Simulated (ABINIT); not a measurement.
# Quasiparticle gap of WS2 (Tungstenite) in ABINIT

Wanted: ground state, empty states, screening and self-energy for WS2 (Tungstenite).

Main program and level: ABINIT 10.8.3; PBE and many-body steps on it, plane waves.

This is a report of a sequence of runs, with most program output left out.

## 1. The starting structure

It takes space group P6_3/mmc (No. 194, hexagonal). Conventional cell: a = 3.153 Å, b = 3.153 Å, c = 12.323 Å, α = 90.00°, β = 90.00°, γ = 120.00°. W has 6 S at 2.40 Å nearest. Nearest to S lie 3 W at 2.40 Å. Farther neighbours and most contacts between anions are not listed.

As a file:

```cif
data_structure
_symmetry_space_group_name_H-M 'P 1'
_symmetry_Int_Tables_number 1
_cell_length_a 3.1532
_cell_length_b 3.1532
_cell_length_c 12.3230
_cell_angle_alpha 90.000
_cell_angle_beta 90.000
_cell_angle_gamma 120.000
_cell_volume 106.11
loop_
_atom_site_label
_atom_site_type_symbol
_atom_site_fract_x
_atom_site_fract_y
_atom_site_fract_z
_atom_site_occupancy
W1 W 0.33333 0.66667 0.25000 1
W2 W 0.66667 0.33333 0.75000 1
S3 S 0.33333 0.66667 0.62250 1
S4 S 0.66667 0.33333 0.12250 1
S5 S 0.33333 0.66667 0.87750 1
S6 S 0.66667 0.33333 0.37750 1
```

The cell and positions come from the Crystallography Open Database and are kept as given unless a step says otherwise. Spin-orbit coupling is left out unless a step names it.

## 2. Ground state

This step: ABINIT 10.8.3; DFT, PBE, plane waves, norm-conserving pseudopotentials.

The ground-state density comes first.

Input file run.abi:

```
acell 3*1.0 Angstrom
rprim 
  3.153199999992 0.000000000002 0.000000000000
  -1.576599999998 2.730751303206 0.000000000000
  0.000000000000 0.000000000000 12.323000000000
ntypat 2
znucl 74 16
natom 6
typat 1 1 2 2 2 2
xred 
  0.333333333333 0.666666666667 0.250000000000
  0.666666666667 0.333333333333 0.750000000000
  0.333333333333 0.666666666667 0.622500000000
  0.666666666667 0.333333333333 0.122500000000
  0.333333333333 0.666666666667 0.877500000000
  0.666666666667 0.333333333333 0.377500000000
pp_dirpath "pseudos"
pseudos "W.upf, S.upf"
ecut 31
ngkpt 6 6 2
nshiftk 1
shiftk 0 0 0
kptopt 1
chksymbreak 0
nband 33
occopt 1
tolvrs 1e-10
nstep 60
prtwf 0
indata_prefix "in"
outdata_prefix "out"
tmpdata_prefix "tmp"
```

Launch:

```console
OMP_NUM_THREADS=1 mpirun -n 4 abinit run.abi > log
```

It took 43 s on 4 MPI ranks of Arm Neoverse V1, shared host; peak memory 0.37 GiB; 2.8 min of CPU time.

Numbers from this step:

```
total energy               : -5334.2369 eV
gap                        : 0.9807 eV
k of the valence top       : 0, 0, 0
k of the conduction bottom : 0.1667, 0.1667, 0
least direct gap           : 1.837 eV
pressure                   : 4.331 GPa
```

The gap is indirect, with the least direct gap 0.86 eV higher.

The cutoff was set for levels, not for stress, so the pressure can be off by some GPa.

## 3. Empty states on the mesh, 3×3×1 mesh, 166 bands

The sums over transitions need many empty states on a uniform mesh; this step solves for them.

Changes to run.abi since step 2:

```diff
@@ -19,3 +19,3 @@
 ecut 31
-ngkpt 6 6 2
+ngkpt 3 3 1
 nshiftk 1
@@ -24,7 +24,10 @@
 chksymbreak 0
-nband 33
-occopt 1
-tolvrs 1e-10
+iscf -2
+irdden 1
+istwfk *1
+nband 166
+nbdbuf 14
+tolwfr 1e-09
 nstep 60
-prtwf 0
+prtvol 0
 indata_prefix "in"
```

Launch:

```console
OMP_NUM_THREADS=1 mpirun -n 3 abinit run.abi > log
```

The job ended after 53 s (3 MPI ranks; peak memory 0.29 GiB).

This step gave:

- gap: 1.305 eV
- k of the valence top: 0, 0, 0
- k of the conduction bottom: 0.3333, 0.3333, 0
- least direct gap: 1.837 eV
- k points computed: 3
- lowest point of the top converged band, above the valence top: 53.9991 eV

On this mesh the gap is 1.305 eV. The earlier step found 0.981 eV, so this mesh misses an edge.

## 4. Screening, 3×3×1 mesh, 152 bands, screening to 130.6 eV

The RPA dielectric matrix is built and inverted for each q.

This step: RPA screening on PBE, plane waves, norm-conserving pseudopotentials.

Changes to run.abi since step 3:

```diff
@@ -24,10 +24,11 @@
 chksymbreak 0
-iscf -2
-irdden 1
 istwfk *1
-nband 166
-nbdbuf 14
-tolwfr 1e-09
-nstep 60
-prtvol 0
+occopt 1
+irdwfk 1
+optdriver 3
+nband 152
+ecuteps 4.8
+inclvkb 2
+awtr 1
+symchi 1
 indata_prefix "in"
```

Launch:

```console
OMP_NUM_THREADS=1 mpirun -n 4 abinit run.abi > log
```

Elapsed: 32 s, on 4 MPI ranks; peak memory 0.99 GiB; 2.1 min of CPU time.

This step gave:

```
ε∞ with local fields, on this mesh, along the program's q direction : 17.41
the same without local fields                                       : 19.48
plasma frequency                                                    : 25.99 eV
plane waves in the screening matrix                                 : 341
```

Local fields lower ε∞ by 11 %. On a Γ-centred mesh this coarse the value itself is usually too large, while a short band sum pulls it down.

## 5. Self-energy, 3×3×1 mesh, 152 bands, screening to 130.6 eV

The self-energy is evaluated for the states that the input lists, and the levels follow from it, in one-shot runs by the linearised quasiparticle equation.

This step: G0W0 on PBE, plane waves, norm-conserving pseudopotentials.

Changes to run.abi since step 4:

```diff
@@ -27,8 +27,17 @@
 irdwfk 1
-optdriver 3
+optdriver 4
 nband 152
+gwcalctyp 0
+ecutsigx 31
+symsigma 1
+nkptgw 2
+kptgw 
+  0.0000000000 0.0000000000 0.0000000000
+  0.3333333333 0.3333333333 0.0000000000
+bdgw 
+  25 28
+  25 28
 ecuteps 4.8
-inclvkb 2
-awtr 1
-symchi 1
+irdscr 1
+ppmodel 1
 indata_prefix "in"
```

It took 11 s on 4 MPI ranks; peak memory 0.74 GiB; 42 s of CPU time.

This step gave:

```
G0W0 gap on the points computed              : 1.999 eV
starting gap on the mesh                     : 1.305 eV
k of the valence top                         : 0, 0, 0
k of the conduction bottom                   : 0.3333, 0.3333, 0
Z at the valence top                         : 0.784
Z at the conduction bottom                   : 0.786
least direct G0W0 gap on the computed points : 2.562 eV
```

The gap on the mesh goes from 1.31 eV to 2.00 eV, a correction of +0.69 eV. The start differs from the 0.98 eV found before because the two sample other k points.

Limits: finite bands, cutoff and mesh; no spin-orbit coupling; coarse k mesh. v1 is the top filled band, c1 the lowest empty one. The levels before and after the correction (eV, zero at the valence-band top of each column):

|  | conduction bottom | valence top |
| --- | --- | --- |
| Kohn-Sham | 1.31 | 0.00 |
| G0W0 | 2.00 | 0.00 |

|  | level | energy (eV) |
| --- | --- | --- |
| Kohn-Sham | Γ v2 | -1.221 |
| Kohn-Sham | Γ v1 | 0.000 |
| Kohn-Sham | Γ c1-c2 | 2.311 |
| Kohn-Sham | (0.333 0.333 0) v2 | -0.739 |
| Kohn-Sham | (0.333 0.333 0) v1 | -0.532 |
| Kohn-Sham | (0.333 0.333 0) c1-c2 | 1.305 |
| G0W0 | Γ v2 | -1.335 |
| G0W0 | Γ v1 | 0.000 |
| G0W0 | Γ c1-c2 | 2.829 |
| G0W0 | (0.333 0.333 0) v2 | -0.813 |
| G0W0 | (0.333 0.333 0) v1 | -0.563 |
| G0W0 | (0.333 0.333 0) c1-c2 | 1.999 |

## 6. Where the time went

Times are wall times on the hardware named with each run, good to a factor of about two.

| step | time | share | memory (GiB) |
| --- | --- | --- | --- |
| ground state | 43 s | 31 % | 0.37 |
| empty states on the mesh | 53 s | 38 % | 0.29 |
| screening | 32 s | 23 % | 0.99 |
| self-energy | 11 s | 8 % | 0.74 |

## 7. Results

* PBE gap: 0.98 eV, indirect
* G0W0 gap on the mesh: 2.00 eV
* G0W0 gap over the zone (rigid shift): 1.67 eV
* GW settings: 3×3×1 mesh, 152 bands, screening to 130.6 eV, Godby-Needs plasmon pole
* known limits: not at the basis limit; no spin-orbit coupling; coarse k mesh

In words: G0W0 moves the gap on the mesh from 1.31 eV to 2.00 eV (+0.69 eV), with Z of 0.78 and 0.79 at the edges. The mesh misses the band edges by 0.32 eV in all; a rigid shift gives 1.67 eV for the zone. Local fields lower the RPA ε∞ on this mesh from 19.48 to 17.41; a Γ-centred mesh this coarse tends to raise both, most where the direct gap is narrow, while a short band sum lowers them. Only 2 of the mesh's irreducible points were corrected, so a valley elsewhere could overtake. Bands and cutoff are finite, so the gap is not at the basis limit. The miss can reach some tenths of an eV and take either sign; the mesh is an error of its own. In the G0W0 run levels were corrected at 2 k points alone, so a gap called «on the mesh» is the least over those, and an edge elsewhere would be missed. A denser mesh or path gives a starting gap of 0.98 eV: the GW mesh misses a band edge, so its gaps are not the fundamental one. The 3×3×1 mesh is coarse for this cell, which bears on the long-range parts of exchange and screening. The many-body steps are scalar-relativistic: spin-orbit coupling is not in them.

[Paths, hosts, dates, memory and timing lines, banners, echoed tables and standing remarks are left out of the program output.]

[Logs are printed without paths, hosts, clocks, repeated set-up lines and the standing remarks that a program may print on its own settings, such as how far it seeks lower states.]

[Runs of the session that timed out or met a known fault of the program may be left out.]

[Hosts, paths, dates, database ids (printed as entryN), source tags and the programs' standing remarks are cut or masked in the printed files.]

[G0W0 gaps are taken among the corrected bands and points alone; a level outside them can change the order at an edge.]

[Where Ansatz stands beside ABINIT at settings called matched, ABINIT's density can come from a denser mesh and the files from another edition; pairs whose starting gaps differed by over 0.03 eV were left out, so agreement reads better than it is.]
